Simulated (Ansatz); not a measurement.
# A hypothetical structure for FeCu2

Starting from a made-up structure for FeCu2, the aim is the relaxed cell, its shortest contacts and, where a second run follows, its electronic structure.

Calculated with Ansatz 0.2.0; DFT, PBE, plane-wave PAW, files of the set soft_1, scalar-relativistic, ferromagnetic start, cell and ions relaxed at zero pressure; PAW set soft_1.

## Step 1: Set-up

It takes space group I4/mmm (No. 139, tetragonal). The conventional cell has a = 3.069 Å, b = 3.069 Å, c = 8.065 Å, α = 90.00°, β = 90.00°, γ = 90.00°. Cu has 1 Cu at 2.30 Å and 4 Fe at 2.46 Å nearest. Nearest to Fe lie 8 Cu at 2.46 Å. Farther neighbours are not listed.

## Step 2: Relaxing cell and atoms

The guessed cell has no reason to be at equilibrium. It is relaxed with the atoms, within the space group of the guess.

input.yaml reads:

```yaml
crystal:
  lattice:
    - [-1.5345, 1.5345, 4.0325]
    - [1.5345, -1.5345, 4.0325]
    - [1.5345, 1.5345, -4.0325]
  atoms:
    - { symbol: Cu, position: [0.6426, 0.6426, 0.0], spin: 0.6 }
    - { symbol: Cu, position: [0.3574, 0.3574, 0.0], spin: 0.6 }
    - { symbol: Fe, position: [0.0, 0.0, 0.0], spin: 3.0 }
magnetization:
  spin_polarized: true
kpoints:
  mp_grid: { grid: [12, 12, 12] }
scf:
  occupations: { method: fermi_dirac, width: 0.05 }
hamiltonian:
  xc: pbe
  pseudopotentials: { kind: paw, azcp: { folder: soft_1 } }
relax:
  f_tol: 0.015
  max_steps: 70
  cell: {}
output:
  forces: true
  stress: true
```

Started as:

```
> ansatz run input.yaml --threads 4 --pin off --max-ram 8192MiB --backend cpu --events-out ev --progress --plain --runs-dir out
```

Numbers of over 12 decimals in the logs are rounded to 6 here.

Output:

```text
basis.fft_grid_basis auto: the FFT boxes are laid along the combinations [[1, 0, 1], [0, 1, 1], [0, 0, 1]] of the cell's own vectors, 3.069, 3.069 and 4.579 Å long. The dense box has 24×24×32 points. Along the cell's own vectors, as sized, it would have 32×32×32, 1.78 times as many. Of the 16 symmetry operations that the crystal satisfies within crystal.symmetry.tolerance (time reversal apart; of a slab, those that k [...]
Engine: ansatz 0.2.0, x86_64-unknown-linux-gnu
Pseudopotentials: kind: paw
Pseudopotential: Cu, paw, valence charge 19, recommended cutoff 420 eV (normal), soft_1/Cu.paw.azcp
Pseudopotential: Fe, paw, valence charge 16, recommended cutoff 420 eV (normal), soft_1/Fe.paw.azcp
Functional definition: PBE
  parameter kappa = 0.804
  parameter beta = 0.066725
  exchange = pbe_x(kappa = kappa, mu = beta*pi^2/3)
  correlation = pbe_c(beta = beta)
Crystal: 3 atoms, lattice volume = 37.981 Å³
Basis set: ecut = 420 eV, 737 PW (Γ), FFT grids on a1+a3, a2+a3, a3, exchange–correlation on 48×48×64 points (8 copies of the dense FFT grid, shifted against one another)
Bands: 35, of which v1, the nominal top of the filled ones, is band 27 counted from 1 (26 counted from 0)
Symmetry: 16 space group operations
Space group: I4/mmm (ITA 139), of the structure as read, at distance tolerance 3.4e-5 Å
Magnetic group: BNS 139.531 (UNI 1191), of the structure as read, at distance tolerance 3.4e-5 Å
k-points: 163 of 1728
Non-local potential: Cu, projectors of the file, l = 0: 3, l = 1: 2, l = 2: 3, l = 3: 1
Non-local potential: Fe, projectors of the file, l = 0: 3, l = 1: 2, l = 2: 3, l = 3: 1
PAW form: soft (Blöchl's): semilocal exchange-correlation on the pseudo side does not see the compensation charge
PAW one-centre angular grid: Cu, 590 points (default); XC on 64 Gauss nodes
PAW one-centre angular grid: Fe, 590 points (default); XC on 64 Gauss nodes
Initial density: superposition of atomic densities (chi_scale 0.1, normalization cell)
Starting moments: Σ|m| = 4.2 μB on 3 of 3 sites
Initial wavefunctions: pseudopotential atomic-orbital guess
Functional: x = pbe(κ = 0.804, μ = 0.219515), c = pbe(β = 0.066725)
SCF iter   1: F=—  HF=-17731.657836 eV  |F-HF|=—  |Δ(HF+E_count)|=         —  Δρ=1.85e-1 (↑1.29e-1 ↓1.85e-1)  dr2=2.59e1  dr2_m=3.35e-1  M=3.414 μB ∫|m|=3.419 μB  β_m=0.30  ethr=3.10e-3  ⟨swp⟩=5.2  Hψ=37511  notcnv=0
Mixer restart at iter 1: flushing history
preconditioner: auto → Kerker (q_TF=auto, 2.893 Å⁻¹)  [metal: Δε(μ)=0.001 eV  Ē_g=8.618 eV  σ=0.050 eV  W_gap=0.00  n_scr=10 (ndim 8)  ℏωp=33.0 eV  f_vac=0.000  D(μ)=3.97/eV (n_scr^D=44)]
spin=Collinear: Kerker preconditioning applied to the charge; magnetization (m = ρ↑ − ρ↓) channel mixes plain (no charge-response kernel on spin).
SCF iter   2: F=—  HF=-17730.189387 eV  |F-HF|=—  |Δ(HF+E_count)|=    1.47e0  Δρ=2.97e-2 (↑2.21e-2 ↓2.97e-2)  dr2=6.49e-1  dr2_m=7.39e-2  M=3.238 μB ∫|m|=3.259 μB  β_m=0.30  ethr=3.10e-3  ⟨swp⟩=2.3  Hψ=25171  notcnv=0  defer=463
SCF iter   3: F=—  HF=-17729.792972 eV  |F-HF|=—  |Δ(HF+E_count)|=   3.96e-1  Δρ=3.76e-2 (↑2.31e-2 ↓3.76e-2)  dr2=1.56e0  dr2_m=5.60e-2  M=3.197 μB ∫|m|=3.247 μB  β_m=0.42  ethr=1.20e-3  ⟨swp⟩=2.1  Hψ=20989  notcnv=0  defer=512
SCF iter   4: F=—  HF=-17729.704765 eV  |F-HF|=—  |Δ(HF+E_count)|=   8.82e-2  Δρ=1.03e-2 (↑9.51e-3 ↓1.03e-2)  dr2=1.96e-1  dr2_m=6.93e-3  M=3.023 μB ∫|m|=3.232 μB  β_m=0.59  ethr=1.20e-3  ⟨swp⟩=2.2  Hψ=18442  notcnv=0  defer=511
SCF iter   5: F=—  HF=-17729.750318 eV  |F-HF|=—  |Δ(HF+E_count)|=         —  Δρ=8.40e-3 (↑8.38e-3 ↓8.40e-3)  dr2=8.94e-2  dr2_m=1.60e-3  M=2.968 μB ∫|m|=3.222 μB  β_m=0.59  ethr=3.64e-4  ⟨swp⟩=2.1  Hψ=19607  notcnv=0  defer=497
Mixer restart at iter 5: flushing history
SCF iter   6: F=—  HF=-17729.758252 eV  |F-HF|=—  |Δ(HF+E_count)|=   7.93e-3  Δρ=6.42e-3 (↑6.31e-3 ↓6.42e-3)  dr2=3.27e-2  dr2_m=4.13e-4  M=2.972 μB ∫|m|=3.247 μB  β_m=0.79  ethr=1.66e-4  ⟨swp⟩=2.6  Hψ=18406  notcnv=0  defer=497
SCF iter   7: F=—  HF=-17729.762266 eV  |F-HF|=—  |Δ(HF+E_count)|=   4.01e-3  Δρ=3.61e-3 (↑3.61e-3 ↓1.68e-3)  dr2=1.20e-2  dr2_m=5.33e-4  M=2.968 μB ∫|m|=3.263 μB  β_m=0.90  ethr=6.05e-5  ⟨swp⟩=2.0  Hψ=20619  notcnv=0  defer=494
SCF iter   8: F=—  HF=-17729.759416 eV  |F-HF|=—  |Δ(HF+E_count)|=   2.85e-3  Δρ=3.96e-3 (↑2.28e-3 ↓3.96e-3)  dr2=1.27e-2  dr2_m=3.88e-4  M=2.984 μB ∫|m|=3.292 μB  β_m=0.74  ethr=2.22e-5  ⟨swp⟩=2.0  Hψ=19873  notcnv=0  defer=495
SCF iter   9: F=—  HF=-17729.757872 eV  |F-HF|=—  |Δ(HF+E_count)|=   1.54e-3  Δρ=2.74e-3 (↑1.67e-3 ↓2.74e-3)  dr2=3.59e-3  dr2_m=1.34e-4  M=2.988 μB ∫|m|=3.294 μB  β_m=0.67  ethr=2.22e-5  ⟨swp⟩=2.0  Hψ=17142  notcnv=0  defer=495
SCF iter  10: F=—  HF=-17729.757705 eV  |F-HF|=—  |Δ(HF+E_count)|=   1.67e-4  Δρ=8.40e-4 (↑3.77e-4 ↓8.40e-4)  dr2=3.97e-4  dr2_m=3.76e-5  M=2.985 μB ∫|m|=3.289 μB  β_m=0.83  ethr=6.65e-6  ⟨swp⟩=2.3  Hψ=16887  notcnv=0  defer=496
SCF iter  11: F=—  HF=-17729.757656 eV  |F-HF|=—  |Δ(HF+E_count)|=   4.91e-5  Δρ=2.03e-4 (↑9.86e-5 ↓2.03e-4)  dr2=7.64e-6  dr2_m=5.74e-6  M=2.986 μB ∫|m|=3.292 μB  β_m=0.92  ethr=7.36e-7  ⟨swp⟩=1.7  Hψ=14026  notcnv=0  defer=496
SCF iter  12: F=—  HF=-17729.757657 eV  |F-HF|=—  |Δ(HF+E_count)|=   5.96e-7  Δρ=6.72e-5 (↑4.24e-5 ↓6.72e-5)  dr2=1.80e-6  dr2_m=1.66e-7  M=2.987 μB ∫|m|=3.293 μB  β_m=0.96  ethr=1.41e-8  ⟨swp⟩=2.0  Hψ=19611  notcnv=0  defer=496
SCF iter  13: F=—  HF=-17729.757657 eV  |F-HF|=—  |Δ(HF+E_count)|=   1.04e-7  Δρ=3.33e-5 (↑5.95e-6 ↓3.33e-5)  dr2=3.70e-7  dr2_m=8.17e-8  M=2.987 μB ∫|m|=3.293 μB  β_m=0.98  ethr=3.33e-9  ⟨swp⟩=1.3  Hψ=11647  notcnv=0  defer=496
SCF iter  14: F=—  HF=-17729.757657 eV  |F-HF|=—  |Δ(HF+E_count)|=   1.33e-7  Δρ=1.94e-5 (↑8.01e-6 ↓1.94e-5)  dr2=2.05e-7  dr2_m=1.44e-8  M=2.987 μB ∫|m|=3.293 μB  β_m=0.99  ethr=6.85e-10  ⟨swp⟩=1.9  Hψ=13881  notcnv=0  defer=496
SCF iter  15: F=—  HF=-17729.757657 eV  |F-HF|=—  |Δ(HF+E_count)|=   1.05e-8  Δρ=1.06e-5 (↑7.14e-6 ↓1.06e-5)  dr2=1.02e-7  dr2_m=1.58e-9  M=2.987 μB ∫|m|=3.293 μB  β_m=0.87  ethr=3.80e-10  ⟨swp⟩=2.3  Hψ=17701  notcnv=0  defer=496
SCF iter  16: F=—  HF=-17729.757657 eV  |F-HF|=—  |Δ(HF+E_count)|=   1.29e-8  Δρ=3.56e-6 (↑1.57e-6 ↓3.56e-6)  dr2=9.03e-9  dr2_m=3.94e-10  M=2.987 μB ∫|m|=3.293 μB  β_m=0.94  ethr=1.88e-10  ⟨swp⟩=2.0  Hψ=12791  notcnv=0  defer=496
SCF iter  17: F=-17729.757657 eV  HF=-17729.757657 eV  |F-HF|=4.00e-11  |Δ(HF+E_count)|=  6.26e-10  Δρ=3.92e-7 (↑3.28e-7 ↓3.92e-7)  dr2=9.64e-11  dr2_m=2.00e-12  M=2.987 μB ∫|m|=3.293 μB  ethr=1.67e-11  ⟨swp⟩=1.9  Hψ=30329  notcnv=0
SCF 1 converged in 17 iterations: F = -17729.757657 eV  dr2 = 9.64e-11
[...]
relax step  16: F+E_penalty+E_count = -17730.53546608 eV  Δ(F+E_penalty+E_count) = +1.527e-3 eV  max|allowed force component| = 8.755e-2 eV/Å  Δτ_max = 0.0156 Å  P = -2.199 GPa  Ω = 36.179 Å³  energy of the carried Pulay correction = -7.464e-4 eV  (10 SCF iters, dr2 threshold 3.00e-7 eV, rejected (line search))
relax step  17: F+E_penalty+E_count = -17730.54082999 eV  Δ(F+E_penalty+E_count) = -3.837e-3 eV  max|allowed force component| = 1.127e-2 eV/Å  Δτ_max = 0.0095 Å  P = -0.029 GPa  Ω = 35.674 Å³  energy of the carried Pulay correction = -3.084e-4 eV  (14 SCF iters, accepted)
relax step  18: F+E_penalty+E_count = -17730.54885175 eV  Δ(F+E_penalty+E_count) = -8.022e-3 eV  max|allowed force component| = 1.113e-2 eV/Å  Δτ_max = 0.0000 Å  P = +0.462 GPa  Ω = 35.674 Å³  stress off target by 1.40e0 GPa  SCF on the basis re-selected at this cell (its energy is not comparable with the rows above)  (13 SCF iters)
relax step  19: F+E_penalty+E_count = -17730.55059604 eV  Δ(F+E_penalty+E_count) = -1.744e-3 eV  max|allowed force component| = 2.471e-3 eV/Å  Δτ_max = 0.0004 Å  P = +0.049 GPa  Ω = 35.781 Å³  energy of the carried Pulay correction = -9.498e-5 eV  (9 SCF iters, dr2 threshold 3.00e-7 eV, accepted)
relax step  20: F+E_penalty+E_count = -17730.55080954 eV  Δ(F+E_penalty+E_count) = -2.135e-4 eV  max|allowed force component| = 6.238e-3 eV/Å  Δτ_max = 0.0008 Å  P = +0.090 GPa  Ω = 35.777 Å³  energy of the carried Pulay correction = -9.408e-5 eV  (8 SCF iters, dr2 threshold 3.00e-7 eV, accepted)
relax step  21: F+E_penalty+E_count = -17730.55078036 eV  Δ(F+E_penalty+E_count) = +2.918e-5 eV  max|allowed force component| = 1.977e-3 eV/Å  Δτ_max = 0.0005 Å  P = -0.081 GPa  Ω = 35.818 Å³  energy of the carried Pulay correction = -1.292e-4 eV  (9 SCF iters, dr2 threshold 2.71e-8 eV, accepted)
relax step  22: F+E_penalty+E_count = -17730.55080283 eV  Δ(F+E_penalty+E_count) = -2.247e-5 eV  max|allowed force component| = 2.440e-5 eV/Å  Δτ_max = 0.0001 Å  P = +0.000 GPa  Ω = 35.798 Å³  energy of the carried Pulay correction = -1.121e-4 eV  (9 SCF iters, dr2 threshold 1.74e-8 eV, accepted)
iter 1 solved again at ethr=6.19e-9 eV; its pass at ethr=3.10e-3 eV (dr2=3.34e-6 eV) is discarded
SCF iter   1: F=—  HF=-17730.550689 eV  |F-HF|=—  |Δ(HF+E_count)|=         —  Δρ=2.26e-4 (↑2.26e-4 ↓2.22e-4)  dr2=1.54e-6  dr2_m=1.30e-8  M=2.667 μB ∫|m|=2.975 μB  β_m=0.65  ethr=6.19e-9  ⟨swp⟩=3.1  Hψ=71514  notcnv=0
preconditioner: auto → Kerker (q_TF=auto, 2.545 Å⁻¹)  [metal: Δε(μ)=0.022 eV  Ē_g=10.144 eV  σ=0.050 eV  W_gap=0.11  n_scr=12 (ndim 8)  ℏωp=34.0 eV  f_vac=0.000  D(μ)=1.79/eV (n_scr^D=20)]
spin=Collinear: Kerker preconditioning applied to the charge; magnetization (m = ρ↑ − ρ↓) channel mixes plain (no charge-response kernel on spin).
SCF iter   2: F=—  HF=-17730.550846 eV  |F-HF|=—  |Δ(HF+E_count)|=   1.56e-4  Δρ=8.14e-5 (↑8.14e-5 ↓7.98e-5)  dr2=2.16e-7  dr2_m=1.41e-9  M=2.667 μB ∫|m|=2.975 μB  β_m=0.65  ethr=2.86e-9  ⟨swp⟩=1.0  Hψ=11415  notcnv=0
SCF iter   3: F=—  HF=-17730.550869 eV  |F-HF|=—  |Δ(HF+E_count)|=   2.32e-5  Δρ=1.05e-5 (↑8.62e-6 ↓1.05e-5)  dr2=6.39e-8  dr2_m=6.63e-10  M=2.667 μB ∫|m|=2.975 μB  β_m=0.47  ethr=4.01e-10  ⟨swp⟩=2.0  Hψ=15465  notcnv=0
SCF iter   4: F=—  HF=-17730.550869 eV  |F-HF|=—  |Δ(HF+E_count)|=   2.68e-9  Δρ=2.76e-6 (↑1.13e-6 ↓2.76e-6)  dr2=2.23e-9  dr2_m=5.62e-10  M=2.667 μB ∫|m|=2.975 μB  β_m=0.74  ethr=1.18e-10  ⟨swp⟩=2.0  Hψ=15776  notcnv=0
SCF iter   5: F=—  HF=-17730.550876 eV  |F-HF|=—  |Δ(HF+E_count)|=   6.98e-6  Δρ=1.58e-6 (↑7.22e-7 ↓1.58e-6)  dr2=1.37e-9  dr2_m=2.88e-10  M=2.667 μB ∫|m|=2.975 μB  β_m=0.87  ethr=4.13e-12  ⟨swp⟩=2.1  Hψ=19733  notcnv=0
SCF iter   6: F=—  HF=-17730.550876 eV  |F-HF|=—  |Δ(HF+E_count)|=   1.15e-9  Δρ=1.36e-6 (↑7.77e-7 ↓1.36e-6)  dr2=1.74e-9  dr2_m=4.84e-11  M=2.667 μB ∫|m|=2.975 μB  β_m=0.77  ethr=2.53e-12  ⟨swp⟩=2.3  Hψ=16639  notcnv=0
SCF iter   7: F=—  HF=-17730.550876 eV  |F-HF|=—  |Δ(HF+E_count)|=  8.37e-11  Δρ=9.38e-7 (↑6.40e-7 ↓9.38e-7)  dr2=4.10e-10  dr2_m=1.13e-10  M=2.667 μB ∫|m|=2.975 μB  β_m=0.73  ethr=2.53e-12  ⟨swp⟩=2.0  Hψ=16912  notcnv=0
SCF iter   8: F=—  HF=-17730.550876 eV  |F-HF|=—  |Δ(HF+E_count)|=  2.55e-10  Δρ=3.96e-7 (↑3.62e-7 ↓3.96e-7)  dr2=5.45e-11  dr2_m=2.25e-11  M=2.667 μB ∫|m|=2.975 μB  β_m=0.86  ethr=1.00e-12  ⟨swp⟩=2.0  Hψ=15015  notcnv=0
SCF iter   9: F=—  HF=-17730.550876 eV  |F-HF|=—  |Δ(HF+E_count)|=  5.82e-11  Δρ=9.58e-8 (↑9.58e-8 ↓6.94e-8)  dr2=2.74e-12  dr2_m=1.48e-12  M=2.667 μB ∫|m|=2.975 μB  β_m=0.93  ethr=1.00e-12  ⟨swp⟩=1.5  Hψ=12422  notcnv=0
SCF iter  10: F=-17730.550876 eV  HF=-17730.550876 eV  |F-HF|=3.64e-12  |Δ(HF+E_count)|=  7.28e-12  Δρ=5.32e-8 (↑1.58e-8 ↓5.32e-8)  dr2=1.65e-12  dr2_m=1.73e-13  M=2.667 μB ∫|m|=2.975 μB  ethr=1.00e-12  ⟨swp⟩=3.0  Hψ=40873  notcnv=0
SCF 23 converged in 10 iterations: F = -17730.550876 eV  dr2 = 1.65e-12
relax step  23: F+E_penalty+E_count = -17730.55087577 eV  Δ(F+E_penalty+E_count) = -7.295e-5 eV  max|allowed force component| = 5.852e-5 eV/Å  Δτ_max = 0.0000 Å  P = -0.006 GPa  Ω = 35.798 Å³  stress off target by 1.46e-2 GPa  SCF on the basis re-selected at this cell (its energy is not comparable with the rows above)  (10 SCF iters)
basis re-selected at this cell: Δ(F+E_penalty+E_count) = -7.295e-5 eV, ΔP = -0.006 GPa vs the last step (what re-selecting the basis moved, of the pressure what is left beyond the Pulay correction that the steps carried, after the strain that the cell walked since its last selection, with what the two solves' SCF thresholds leave and, on support functions, any second-order correction that the steps lacked; it is no m [...]
SCF converged after 10 iterations
Magnetization: 2.6672 μB (28.3336 up, 25.6664 down)
Absolute magnetization: 2.9807 μB (∫|ρ↑−ρ↓|, with the PAW one-centre terms)
Spin contamination: 0.1433 ħ² per cell (⟨S²⟩ above its minimum at these occupations)
Per-site moments (μB) at R_I (Å): [(0.043393, 1.047605), (0.043393, 1.047605), (2.631605, 1.047605)]
Free energy (F): -17730.550876 eV
Harris-Foulkes:  -17730.550876 eV  (|F-HF|=3.64e-12)
Internal energy: -17730.535962 eV  (E = F + TS)
E sigma→0 (E₀):  -17730.543419 eV
Entropy (-TS):   -0.014914 eV (-4.971 meV/atom)
Fermi energy:    16.683954 eV
--- Per-component energies (eV) ---
  E_band       = -969.789165
  E_kinetic    = 852.436410
  E_local      = -11300.426021  (includes V_loc(G=0)·N_el)
  E_nonlocal   = 2066.915635
  E_hartree    = 4767.545775
  E_xc         = -248.296466
  E_vxc        = -319.835411  (∫ρ·V_xc dr)
  E_paw        = -5009.861663  (= ΣΔE_a)
  E_vpaw       = -1803.972162  (= ΣTr[D̂ρ^β])
  E_aug_tail   = 0.000827  (compensation charges beyond the density's cutoff)
  E_ewald      = -8858.850458
  E_smearing   = -0.014914  (= −TS)
  E_closure    = 0.000000  (closes the sum)
  Σ components = -17730.550876   (vs F -17730.550876, Δ=0.00e0)
--- Forces (eV/Å), atoms counted from 1 ---
  atom   1  Cu     0.00000000    -0.00000000    -0.00005852
  atom   2  Cu     0.00000000    -0.00000000     0.00005852
  atom   3  Fe     0.00000000     0.00000000     0.00000000
  max |Σ_I F_I| component: 4.34e-19 eV/Å
--- Stress (GPa, compression-positive) ---
       -0.001485      -0.000000      -0.000000
       -0.000000      -0.001485      -0.000000
        0.000000       0.000000      -0.014641
  P = ⅓ Tr σ = -0.0059 GPa (-0.059 kbar)
--- Relaxed structure (20 steps of the walk, 19 accepted, 3 SCFs on fresh bases) ---
  F+E_penalty+E_count = -17730.55087577 eV   max|allowed force component| = 5.852e-5 eV/Å   (the final SCF, on the basis selected at the relaxed cell)
  cell:  # Å, volume = 35.7985 Å³
    - [-1.269825, 1.269825, 5.550302]
    - [1.269825, -1.269825, 5.550302]
    - [1.269825, 1.269825, -5.550302]
  atoms:
    - { symbol: Cu, position: [0.666694, 0.666694, 0] }
    - { symbol: Cu, position: [0.333306, 0.333306, 0] }
    - { symbol: Fe, position: [-1.0216908259007853e-18, -1.0216908259007851e-18, 0] }
```

The job ended after 89 s (4 threads of AMD EPYC 9R14 (Zen 4), shared host; peak memory 0.71 GiB; 5.5 min of CPU time).

The steps of the relaxation (22 of 23):

| step | energy less that of the first step (eV) | largest force component (eV/Å) | pressure (GPa) | volume (Å³) |
| --- | --- | --- | --- | --- |
| 1 | 0.0000 | 2.4514 | 1.79 | 37.98 |
| 2 | -0.2997 | 1.5149 | 2.94 | 36.37 |
| 3 | -0.4629 | 0.1925 | 1.08 | 36.21 |
| 4 | -0.4845 | 0.0917 | -1.68 | 36.82 |
| 5 | -0.5004 | 0.1023 | 0.67 | 36.11 |
| 6 | -0.5100 | 0.0633 | 0.74 | 36.03 |
| 7 | -0.5311 | 0.0720 | 1.00 | 35.83 |
| 8 | -0.5623 | 0.0326 | 1.09 | 35.68 |
| 9 | -0.5864 | 0.0658 | 0.32 | 35.42 |
| 10 | -0.5865 | 0.0401 | -0.35 | 35.35 |
| 11 | -0.5876 | 0.0072 | 0.03 | 35.37 |
| 13 | -0.7014 | 0.1231 | 0.98 | 35.63 |
| 14 | -0.7537 | 0.1544 | 1.70 | 35.39 |
| 15 | -0.7793 | 0.1366 | 1.93 | 35.25 |
| 16 | -0.7778 | 0.0876 | -2.20 | 36.18 |
| 17 | -0.7832 | 0.0113 | -0.03 | 35.67 |
| 18* | -0.7912 | 0.0111 | 0.46 | 35.67 |
| 19 | -0.7929 | 0.0025 | 0.05 | 35.78 |
| 20 | -0.7932 | 0.0062 | 0.09 | 35.78 |
| 21 | -0.7931 | 0.0020 | -0.08 | 35.82 |
| 22 | -0.7931 | 0.0000 | 0.00 | 35.80 |
| 23* | -0.7932 | 0.0001 | -0.01 | 35.80 |

Relaxation steps marked * repeat the geometry before them on a plane-wave basis chosen anew for their cell, so energy and pressure can jump there. Other such steps can lie between the rows shown. Relaxation step 16 was tried and not accepted.

Forces are held to the 16 operations that the run works with; a distortion that breaks them can't arise in this run.

| cell as run | before | after | change |
| --- | --- | --- | --- |
| a (Å) | 4.579 | 5.834 | +27.4 % |
| b (Å) | 4.579 | 5.834 | +27.4 % |
| c (Å) | 4.579 | 5.834 | +27.4 % |
| α (°) | 140.84 | 154.86 | +9.9 % |
| β (°) | 140.84 | 154.86 | +9.9 % |
| γ (°) | 56.57 | 35.86 | -36.6 % |
| volume (Å³/atom) | 12.66 | 11.93 | -5.7 % |

The atoms that moved most (Å, as changes of fractional coordinates times the final cell):

| atom | dx | dy | dz | length |
| --- | --- | --- | --- | --- |
| Cu1 | 0.000 | 0.000 | 0.267 | 0.267 |
| Cu2 | 0.000 | 0.000 | -0.267 | 0.267 |

Final coordinates:

```xyz
3
Lattice="-1.2698 1.2698 5.5503 1.2698 -1.2698 5.5503 1.2698 1.2698 -5.5503" Properties=species:S:1:pos:R:3 pbc="T T T"
Cu    0.0000    0.0000    7.4007
Cu    0.0000    0.0000    3.6999
Fe    0.0000    0.0000    0.0000
```

Numbers from this step:

| Quantity | Value |
| --- | --- |
| free energy | -17730.5509 eV |
| energy at zero smearing | -17730.5434 eV |
| smearing term TS | 0.01491 eV |
| Fermi energy | 16.68 eV |
| magnetization | 2.667 μB |
| absolute magnetization | 2.981 μB |
| site moments | 0.04339, 0.04339, 2.632 μB |
| electrons | 54 |
| symmetry operations | 16 |
| pressure | -0.005870 GPa |

Site moment by atom:

| atom | site moment (μB) |
| --- | --- |
| Cu1 | 0.04 |
| Cu2 | 0.04 |
| Fe3 | 2.63 |

The shortest distance of each pair, which need not be the same contact before and after:

| pair | guess (Å) | relaxed (Å) |
| --- | --- | --- |
| Cu–Cu | 2.300 | 2.540 |
| Fe–Fe | 3.069 | 2.540 |
| Cu–Fe | 2.456 | 2.579 |

The relaxation ends with a largest force component of 5.9e-5 eV/Å and a pressure of -0.01 GPa.

## Step 3: Outcome

| Property | Result |
| --- | --- |
| space group, relaxed | I4/mmm |
| conventional cell | a = 2.540, b = 2.540, c = 11.101 Å; α = 90.0°, β = 90.0°, γ = 90.0° |
| volume per atom | 11.93 Å³ (guess 12.66) |
| total moment | 2.67 μB in the cell of 3 atoms |

What this shows: FeCu2 relaxes to I4/mmm with a = 2.540, b = 2.540 and c = 11.101 Å. The guessed volume was 6 % too large. The space group I4/mmm was held in the relaxation, so the end point is a stationary structure within it and may be a saddle against distortions or other arrangements. The input starts from parallel moments, and no other start was typed. Mesh and cutoff weren't tested. A vector of the cell changed its length by 27 %, so the starting arrangement is largely lost and the mesh was laid for another shape. No dispersion term is used, so weakly bound directions may come out too long. Nothing here tests whether the compound is stable against decomposition.

[Logs are printed without paths, hosts, clocks, repeated set-up lines and the standing remarks that a program may print on its own settings, such as how far it seeks lower states.]

[Hosts, paths, dates, database ids (printed as entryN), source tags and the programs' standing remarks are cut or masked in the printed files.]
